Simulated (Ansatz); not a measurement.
## 1T-SrBrI monolayer in a perpendicular field

Wanted: the out-of-plane response of the 1T-SrBrI monolayer. A positive field points along +c.

Main program and level: Ansatz 0.2.0; plane-wave DFT, PBE-D3(BJ), Ansatz PAW.

## Step 1: The starting structure

The cell holds 3 atoms: 1 I, 1 Sr and 1 Br. Its edges and angles: a = 4.390 Å, b = 4.390 Å, c = 38.590 Å, α = 90.0°, β = 90.0°, γ = 120.0°. Vacuum lies along c.

## Step 2: Relaxation

The starting cell is a guess, so the in-plane lattice and the atoms are relaxed first, with the slab cut off from its images along the normal.

input.yaml

```yaml
crystal:
  lattice:
    - [4.390315, 0.0, 0.0]
    - [-2.1951575, 3.8021243206, 0.0]
    - [0.0, 0.0, 38.5904707205]
  atoms:
    - { symbol: I, position: [0.6666666667, 0.3333333333, 0.4508885141] }
    - { symbol: Sr, position: [0.0, 0.0, 0.5041143099] }
    - { symbol: Br, position: [0.3333333333, 0.6666666667, 0.5491114859] }
  periodic: [true, true, false]
kpoints:
  mp_grid: { grid: [12, 12, 1] }
hamiltonian:
  xc: pbe
  dispersion: d3bj
scf:
  occupations: { method: fermi_dirac, width: 0.05 }
  convergence: { dr2_threshold: 1.0e-09 }
relax:
  f_tol: 0.004
  max_steps: 90
  cell: {}
output:
  write_potential: true
  write_density: true
  volumetric_format: npy
```

On the command line:

```bash
ansatz run input.yaml --threads 2 --pin off --max-ram 3072MiB --backend cpu --events-out ev --progress --plain --runs-dir out
```

Numbers of over 12 decimals in the logs are rounded to 6 here.

Log:

```text
Warning: relax.cell: scf.convergence.dr2_threshold = 1e-9 eV is looser than the 1.5774771381e-10 eV advised for a relaxation that steers and ends on the stress (1e-10 eV for each atom of the cell: 3, times the square of relax.cell.stress_2d_tol = 0.05 N/m over 13.8 Å (the atoms' height at the walk's start and 5 Å past either face), 3.626e-2 GPa, over a crystal's default 0.05). What an SCF threshold leaves in a stress goes as its square root, and in the free energy as the threshold itself, and one threshold admits the most on a small cell: [figures from the program's tests cut] Set scf.convergence.dr2_threshold to 1.5774771381e-10 eV or tighter. [rest of the remark cut]
Engine: ansatz 0.2.0, x86_64-unknown-linux-gnu
Pseudopotentials: kind: paw
Pseudopotential: I, paw, valence charge 17, recommended cutoff 420 eV (normal), I.paw.azcp
Pseudopotential: Sr, paw, valence charge 10, recommended cutoff 420 eV (normal), Sr.paw.azcp
Pseudopotential: Br, paw, valence charge 7, recommended cutoff 420 eV (normal), Br.paw.azcp
Functional definition: PBE
  parameter kappa = 0.804
  parameter beta = 0.066725
  exchange = pbe_x(kappa = kappa, mu = beta*pi^2/3)
  correlation = pbe_c(beta = beta)
Crystal: 3 atoms, lattice volume = 644.172 Å³
Basis set: ecut = 420 eV, 12699 PW (Γ), exchange–correlation on 60×60×540 points (8 copies of the dense FFT grid, shifted against one another)
Bands: 21, of which v1, the nominal top of the filled ones, is band 17 counted from 1 (16 counted from 0)
Symmetry: 6 space group operations
Space group: P3m1 (ITA 156), of the structure as read, at distance tolerance 8.6e-5 Å
k-points: 19 of 144 (time reversal used)
Non-local potential: I, projectors of the file, l = 0: 2, l = 1: 2, l = 2: 2, l = 3: 2
Non-local potential: Sr, projectors of the file, l = 0: 3, l = 1: 2, l = 2: 2
Non-local potential: Br, projectors of the file, l = 0: 2, l = 1: 2, l = 2: 2
PAW form: soft (Blöchl's): semilocal exchange-correlation on the pseudo side does not see the compensation charge
PAW one-centre angular grid: I, 590 points (default); XC on 64 Gauss nodes
PAW one-centre angular grid: Sr, 110 points (default); XC on 64 Gauss nodes
PAW one-centre angular grid: Br, 110 points (default); XC on 64 Gauss nodes
Initial density: superposition of atomic densities (neutral atoms: chi_scale 0, normalization atom), corrected by the library's trained network
Initial wavefunctions: pseudopotential atomic-orbital guess
Functional: x = pbe(κ = 0.804, μ = 0.219515), c = pbe(β = 0.066725)
SCF iter   1: F=—  HF=-13846.498774 eV  |F-HF|=—  |Δ(HF+E_count)|=         —  Δρ=2.78e-4  dr2=1.40e-3  ethr=1.77e-3  ⟨swp⟩=22.1  Hψ=4516  notcnv=0
preconditioner: auto → Resta (q_TF=auto, 1.671 Å⁻¹)  ε∞=1.5  [insulator: Δε(μ)=3.816 eV  Ē_g=8.137 eV  σ=0.050 eV  W_gap=1.00  n_scr=38 (ndim 8)  ℏωp=5.5 eV  f_vac=0.799  D(μ)=0.00/eV (n_scr^D=0)  ε∞_Penn≈1.5  vacuum switching on, ρ_ref=4.8e-3 e/Å³]
SCF iter   2: F=—  HF=-13846.501914 eV  |F-HF|=—  |Δ(HF+E_count)|=   3.14e-3  Δρ=1.84e-4  dr2=5.98e-4  ethr=4.12e-6  ⟨swp⟩=5.1  Hψ=1425  notcnv=0
SCF iter   3: F=—  HF=-13846.502199 eV  |F-HF|=—  |Δ(HF+E_count)|=   2.85e-4  Δρ=8.81e-5  dr2=1.39e-4  ethr=1.76e-6  ⟨swp⟩=2.7  Hψ=733  notcnv=0
SCF iter   4: F=—  HF=-13846.502328 eV  |F-HF|=—  |Δ(HF+E_count)|=   1.29e-4  Δρ=3.69e-5  dr2=1.74e-5  ethr=4.09e-7  ⟨swp⟩=2.9  Hψ=688  notcnv=0
SCF iter   5: F=—  HF=-13846.502341 eV  |F-HF|=—  |Δ(HF+E_count)|=   1.25e-5  Δρ=1.59e-5  dr2=3.59e-6  ethr=5.12e-8  ⟨swp⟩=2.8  Hψ=602  notcnv=0
SCF iter   6: F=—  HF=-13846.502427 eV  |F-HF|=—  |Δ(HF+E_count)|=   8.69e-5  Δρ=5.55e-6  dr2=2.95e-7  ethr=1.06e-8  ⟨swp⟩=3.1  Hψ=800  notcnv=0
SCF iter   7: F=—  HF=-13846.502428 eV  |F-HF|=—  |Δ(HF+E_count)|=   1.62e-7  Δρ=1.93e-6  dr2=2.80e-8  ethr=8.66e-10  ⟨swp⟩=3.4  Hψ=828  notcnv=0
SCF iter   8: F=-13846.502428 eV  HF=-13846.502428 eV  |F-HF|=3.76e-9  |Δ(HF+E_count)|=   1.87e-7  Δρ=2.65e-7  dr2=8.56e-10  ethr=2.94e-12  ⟨swp⟩=12.1  Hψ=3819  notcnv=0
SCF 1 converged in 8 iterations: F = -13846.502428 eV  dr2 = 8.56e-10
  Residual-converged pass: ⟨swp⟩=1.2  Hψ=478  notcnv=0  max |occ|·‖R‖ = 7.0e-9 eV (tolerance 1.0e-8 eV)  dr2=8.56e-10  dr2_onsite=2.61e-11  max |Δocc| = 1.8e-28
  greatest PAW one-centre occupation: 0.999 electrons in one spin orbital (limit 2), on the I atom at site 0 (counted from 0), in its partial waves of l = 2
relax step   1: F+E_penalty+E_count = -13846.50242784 eV  Δ(F+E_penalty+E_count) = +0.000e0 eV  max|allowed force component| = 2.825e-1 eV/Å  Δτ_max = 0.0000 Å  P = +0.726 N/m  Ω = 644.172 Å³  fix = [c, alpha, beta]  reactions: c +0.000 N/m  (8 SCF iters, accepted)
Crystal: 3 atoms, lattice volume = 664.804 Å³
Basis set: ecut = 420 eV, 13047 PW (Γ), exchange–correlation on 60×60×540 points (8 copies of the dense FFT grid, shifted against one another)
Initial density: handed on by an earlier stage of this run
Initial wavefunctions: those handed on with the density
iter 1 solved again at ethr=9.45e-5 eV; its pass at ethr=3.10e-3 eV (dr2=3.21e-2 eV) is discarded
SCF iter   1: F=—  HF=-13846.559138 eV  |F-HF|=—  |Δ(HF+E_count)|=         —  Δρ=1.40e-3  dr2=3.21e-2  ethr=9.45e-5  ⟨swp⟩=2.8  Hψ=3763  notcnv=0
preconditioner: auto → Resta (q_TF=auto, 1.662 Å⁻¹)  ε∞=1.4  [insulator: Δε(μ)=4.080 eV  Ē_g=8.191 eV  σ=0.050 eV  W_gap=1.00  n_scr=50 (ndim 8)  ℏωp=5.4 eV  f_vac=0.805  D(μ)=0.00/eV (n_scr^D=0)  ε∞_Penn≈1.4  vacuum switching on, ρ_ref=4.9e-3 e/Å³]
SCF iter   2: F=—  HF=-13846.551903 eV  |F-HF|=—  |Δ(HF+E_count)|=   7.24e-3  Δρ=6.23e-4  dr2=2.81e-3  ethr=9.43e-5  ⟨swp⟩=4.3  Hψ=795  notcnv=0
SCF iter   3: F=—  HF=-13846.551547 eV  |F-HF|=—  |Δ(HF+E_count)|=   3.56e-4  Δρ=3.04e-4  dr2=5.62e-4  ethr=8.25e-6  ⟨swp⟩=2.5  Hψ=607  notcnv=0
SCF iter   4: F=—  HF=-13846.551595 eV  |F-HF|=—  |Δ(HF+E_count)|=   4.84e-5  Δρ=1.31e-4  dr2=1.81e-4  ethr=1.65e-6  ⟨swp⟩=2.6  Hψ=618  notcnv=0
SCF iter   5: F=—  HF=-13846.551577 eV  |F-HF|=—  |Δ(HF+E_count)|=   1.85e-5  Δρ=4.12e-5  dr2=1.28e-5  ethr=5.32e-7  ⟨swp⟩=2.4  Hψ=571  notcnv=0
SCF iter   6: F=—  HF=-13846.551597 eV  |F-HF|=—  |Δ(HF+E_count)|=   1.99e-5  Δρ=9.79e-6  dr2=6.34e-7  ethr=3.77e-8  ⟨swp⟩=3.1  Hψ=831  notcnv=0
SCF iter   7: F=—  HF=-13846.551679 eV  |F-HF|=—  |Δ(HF+E_count)|=   8.19e-5  Δρ=2.23e-6  dr2=2.70e-8  ethr=1.86e-9  ⟨swp⟩=2.7  Hψ=707  notcnv=0
SCF iter   8: F=-13846.551679 eV  HF=-13846.551679 eV  |F-HF|=6.96e-9  |Δ(HF+E_count)|=   7.80e-8  Δρ=4.73e-7  dr2=8.20e-10  ethr=2.94e-12  ⟨swp⟩=11.9  Hψ=3925  notcnv=0
SCF 2 converged in 8 iterations: F = -13846.551679 eV  dr2 = 8.20e-10
[...]
SCF iter   8: F=-13846.569645 eV  HF=-13846.569645 eV  |F-HF|=8.91e-11  |Δ(HF+E_count)|=   4.93e-9  Δρ=8.53e-8  dr2=5.87e-11  ethr=2.94e-12  ⟨swp⟩=11.3  Hψ=2959  notcnv=0
SCF 3 converged in 8 iterations: F = -13846.569645 eV  dr2 = 5.87e-11
relax step   3: F+E_penalty+E_count = -13846.56964450 eV  Δ(F+E_penalty+E_count) = -1.797e-2 eV  max|allowed force component| = 9.286e-2 eV/Å  Δτ_max = 0.0414 Å  P = +0.655 N/m  Ω = 683.293 Å³  energy of the carried Pulay correction = -3.853e-4 eV  fix = [c, alpha, beta]  reactions: c +0.000 N/m  (8 SCF iters, accepted)
[...]
relax step   4: F+E_penalty+E_count = -13846.58244013 eV  Δ(F+E_penalty+E_count) = -1.280e-2 eV  max|allowed force component| = 3.942e-2 eV/Å  Δτ_max = 0.0352 Å  P = +0.117 N/m  Ω = 710.780 Å³  energy of the carried Pulay correction = -6.427e-4 eV  fix = [c, alpha, beta]  reactions: c +0.000 N/m  (8 SCF iters, accepted)
[...]
relax step   5: F+E_penalty+E_count = -13846.58286613 eV  Δ(F+E_penalty+E_count) = -4.260e-4 eV  max|allowed force component| = 9.885e-3 eV/Å  Δτ_max = 0.0076 Å  P = -0.001 N/m  Ω = 713.723 Å³  energy of the carried Pulay correction = -6.697e-4 eV  fix = [c, alpha, beta]  reactions: c +0.000 N/m  (7 SCF iters, accepted)
[...]
relax step   6: F+E_penalty+E_count = -13846.58286666 eV  Δ(F+E_penalty+E_count) = -5.265e-7 eV  max|allowed force component| = 1.088e-2 eV/Å  Δτ_max = 0.0024 Å  P = -0.003 N/m  Ω = 714.032 Å³  energy of the carried Pulay correction = -6.725e-4 eV  fix = [c, alpha, beta]  reactions: c +0.000 N/m  (7 SCF iters, accepted)
[...]
relax step   7: F+E_penalty+E_count = -13846.58287794 eV  Δ(F+E_penalty+E_count) = -1.129e-5 eV  max|allowed force component| = 1.741e-4 eV/Å  Δτ_max = 0.0015 Å  P = +0.001 N/m  Ω = 714.145 Å³  energy of the carried Pulay correction = -6.735e-4 eV  fix = [c, alpha, beta]  reactions: c +0.000 N/m  (6 SCF iters, accepted)
Basis set: ecut = 420 eV, 14007 PW (Γ), exchange–correlation on 64×64×540 points (8 copies of the dense FFT grid, shifted against one another)
Initial wavefunctions: pseudopotential atomic-orbital guess (no wavefunctions were taken with the density)
iter 1 solved again at ethr=8.63e-6 eV; its pass at ethr=3.10e-3 eV (dr2=2.94e-3 eV) is discarded
SCF iter   1: F=—  HF=-13846.556816 eV  |F-HF|=—  |Δ(HF+E_count)|=         —  Δρ=3.24e-4  dr2=2.92e-5  ethr=8.63e-6  ⟨swp⟩=4.4  Hψ=5516  notcnv=0
eigensolver tolerance schedule: the retry pair's looser diagonalisation over-reported the residual by 99.39 of it (diagonalisation noise at 0.38 of the residual, at the tolerance the schedule requests for it); recorded, not acted on — ethr = c·dr2/N_el stays at c = 1.0e-1
preconditioner: auto → Resta (q_TF=auto, 1.643 Å⁻¹)  ε∞=1.4  [insulator: Δε(μ)=4.442 eV  Ē_g=8.149 eV  σ=0.050 eV  W_gap=1.00  n_scr=50 (ndim 8)  ℏωp=5.2 eV  f_vac=0.808  D(μ)=0.00/eV (n_scr^D=0)  ε∞_Penn≈1.4  vacuum switching on, ρ_ref=4.8e-3 e/Å³]
SCF iter   2: F=—  HF=-13846.574654 eV  |F-HF|=—  |Δ(HF+E_count)|=   1.78e-2  Δρ=1.62e-4  dr2=9.52e-6  ethr=8.60e-8  ⟨swp⟩=3.5  Hψ=993  notcnv=0
SCF iter   3: F=—  HF=-13846.580804 eV  |F-HF|=—  |Δ(HF+E_count)|=   6.15e-3  Δρ=7.72e-5  dr2=2.50e-6  ethr=2.80e-8  ⟨swp⟩=3.8  Hψ=872  notcnv=0
SCF iter   4: F=—  HF=-13846.582882 eV  |F-HF|=—  |Δ(HF+E_count)|=   2.08e-3  Δρ=3.15e-5  dr2=6.98e-7  ethr=7.36e-9  ⟨swp⟩=3.6  Hψ=865  notcnv=0
SCF iter   5: F=—  HF=-13846.583383 eV  |F-HF|=—  |Δ(HF+E_count)|=   5.01e-4  Δρ=7.90e-6  dr2=1.78e-7  ethr=2.05e-9  ⟨swp⟩=3.3  Hψ=720  notcnv=0
SCF iter   6: F=—  HF=-13846.583435 eV  |F-HF|=—  |Δ(HF+E_count)|=   5.17e-5  Δρ=1.27e-6  dr2=3.28e-9  ethr=5.24e-10  ⟨swp⟩=2.7  Hψ=651  notcnv=0
SCF iter   7: F=-13846.583438 eV  HF=-13846.583438 eV  |F-HF|=2.39e-7  |Δ(HF+E_count)|=   3.06e-6  Δρ=2.76e-7  dr2=3.38e-10  ethr=2.94e-12  ⟨swp⟩=25.3  Hψ=4085  notcnv=0
SCF 8 converged in 7 iterations: F = -13846.583438 eV  dr2 = 3.38e-10
relax step   8: F+E_penalty+E_count = -13846.58343788 eV  Δ(F+E_penalty+E_count) = -5.599e-4 eV  max|allowed force component| = 1.893e-4 eV/Å  Δτ_max = 0.0000 Å  P = -0.000 N/m  Ω = 714.145 Å³  fix = [c, alpha, beta]  reactions: c -0.000 N/m  stress off target by 6.48e-5 N/m on what of the cell is left free  SCF on the basis re-selected at this cell (its energy is not comparable with the rows above)  (7 SCF iters)
basis re-selected at this cell: Δ(F+E_penalty+E_count) = -5.599e-4 eV, ΔP = -0.001 N/m vs the last step (what re-selecting the basis moved, of the pressure what is left beyond the Pulay correction that the steps carried, after the strain that the cell walked since its last selection, with what the two solves' SCF thresholds leave and, on support functions, any second-order correction that the steps lacked; it is no measure of the basis error at this ecutwfc). The dense FFT grid was sized anew with the basis: this SCF ran on 32×32×270 points, the steps before it on 30×30×270, so part of this shift can come from that change (see relax.cell in the input reference). [rest of the remark cut]
WARN: The output density's exchange-correlation potential varies sharply where the density is thin. Do not read a vacuum level from v_tot or v_xc, or from such a field of the output density. On a cell that repeats whose density bears no net charge and no dipole along the vacuum's axis use v_es (v_loc + v_h of the components); under efield.dipole_correction with no amplitude use v_es + v_field, which holds any externa [...]
SCF converged after 7 iterations
Free energy (F): -13846.583438 eV
Harris-Foulkes:  -13846.583438 eV  (|F-HF|=2.39e-7)
Internal energy: -13846.583438 eV  (E = F + TS)
E sigma→0 (E₀):  -13846.583438 eV
Fermi energy:    -4.616797 eV
--- Per-component energies (eV) ---
  E_band       = -882.066993
  E_kinetic    = 567.185784
  E_local      = -48137.263940  (includes V_loc(G=0)·N_el)
  E_nonlocal   = 181.998288
  E_hartree    = 23685.320914
  E_xc         = -566.282654
  E_vxc        = -394.616090  (∫ρ·V_xc dr)
  E_paw        = -9758.206222  (= ΣΔE_a)
  E_vpaw       = -470.014766  (= ΣTr[D̂ρ^β])
  E_aug_tail   = -0.000005  (compensation charges beyond the density's cutoff)
  E_ewald      = 20181.168164
  E_disp       = -0.503766  (pairwise vdW)
  E_smearing   = -0.000000  (= −TS)
  E_closure    = -0.000000  (closes the sum)
  Σ components = -13846.583438   (vs F -13846.583438, Δ=0.00e0)
--- Forces (eV/Å), atoms counted from 1 ---
  atom   1  I     -0.00000000     0.00000000     0.00018913
  atom   2  Sr     0.00000000    -0.00000000    -0.00004039
  atom   3  Br     0.00000000    -0.00000000    -0.00014923
  max |Σ_I F_I| component: 4.89e-7 eV/Å
--- 2D stress c σ (N/m, compression-positive) ---
       -0.000065      -0.000000       0.000000
       -0.000000      -0.000065       0.000000
        0.000000       0.000000      -0.000000
  P = ½ c Tr σ = -0.0001 N/m
--- Band table (eV; the first three rows and the last of 19) ---
  k-point 0: bands = [... 13 lower, -8.2224, -7.2786, -6.8408, -6.8408, -2.3374, -1.4941, -1.4941, -1.3156]
  k-point 1: bands = [... 13 lower, -8.2205, -7.2623, -6.9491, -6.8686, -2.1837, -1.6116 (-1.6116°), -1.4113, -1.2129]
  k-point 2: bands = [... 13 lower, -8.2163, -7.3385, -7.1134, -6.9406, -1.9661, -1.6361 (-1.6361°), -1.1826, -1.0618]
  k-point 18: bands = [... 13 lower, -8.2402, -7.7031, -7.6081, -7.3593, -1.2942, -1.2015, -0.9430, 0.0541]
  ° read free of the cell's end (the report's vacuum.weakly_bound_levels)
--- Relaxed structure (7 steps of the walk, 7 accepted, 1 SCFs on fresh bases) ---
  F+E_penalty+E_count = -13846.58343788 eV   max|allowed force component| = 1.893e-4 eV/Å   (the final SCF, on the basis selected at the relaxed cell)
  cell:  # Å, volume = 714.1445 Å³
    - [4.622615, 0, 0]
    - [-2.311307, 4.003302, 0]
    - [0, 0, 38.5904707205]
  atoms:
    - { symbol: I, position: [0.666667, 0.333333, 0.455568] }
    - { symbol: Sr, position: [0, 0, 0.504534] }
    - { symbol: Br, position: [0.333333, 0.666667, 0.544012] }
```

Elapsed: 83 s, on 2 threads of AMD EPYC 7R43, shared host; peak memory 0.92 GiB; 2.7 min of CPU time.

Relaxation path:

```
step  energy less that of the first step (eV)  largest force component (eV/Å)  volume (Å³)
   1                                   0.0000                          0.2825       644.17
   2                                  -0.0493                          0.0671       664.80
   3                                  -0.0672                          0.0929       683.29
   4                                  -0.0800                          0.0394       710.78
   5                                  -0.0804                          0.0099       713.72
   6                                  -0.0804                          0.0109       714.03
   7                                  -0.0804                          0.0002       714.14
  8*                                  -0.0810                          0.0002       714.14
```

Relaxation steps marked * repeat the geometry before them on a plane-wave basis chosen anew for their cell, so energy and pressure can jump there.

Forces are held to the 6 operations that the run works with; a distortion that breaks them can't arise in this run.

```
cell as run  before  after  change
      a (Å)   4.390  4.623  +5.3 %
      b (Å)   4.390  4.623  +5.3 %
```

The atoms that moved most (Å, along periodic axes as changes of fractional coordinates times the final cell, across vacuum about the mean position):

```
atom     dx     dy      dz  length
 Br3  0.000  0.000  -0.197   0.197
  I1  0.000  0.000   0.181   0.181
 Sr2  0.000  0.000   0.016   0.016
```

Final coordinates:

```xyz
3
Lattice="4.6226 0.0000 0.0000 -2.3113 4.0033 0.0000 0.0000 0.0000 38.5905" Properties=species:S:1:pos:R:3
I     2.3113    1.3344   17.5806
Sr    0.0000    0.0000   19.4702
Br    0.0000    2.6689   20.9937
```

This step gave:

* gap on the k-mesh: 4.442 eV

The lattice constant a goes from 4.390 to 4.623 Å.

[end of part 1 of 2]

[Logs are printed without paths, hosts, clocks, repeated set-up lines and the standing remarks that a program may print on its own settings, such as how far it seeks lower states.]

[Hosts, paths, dates, database ids (printed as entryN), source tags and the programs' standing remarks are cut or masked in the printed files.]

[Maps of the electrostatic potential energy from Ansatz leave out the sawtooth potential of an applied field or a dipole correction, so their vacuum need not be flat; planar profiles and work functions include it.]
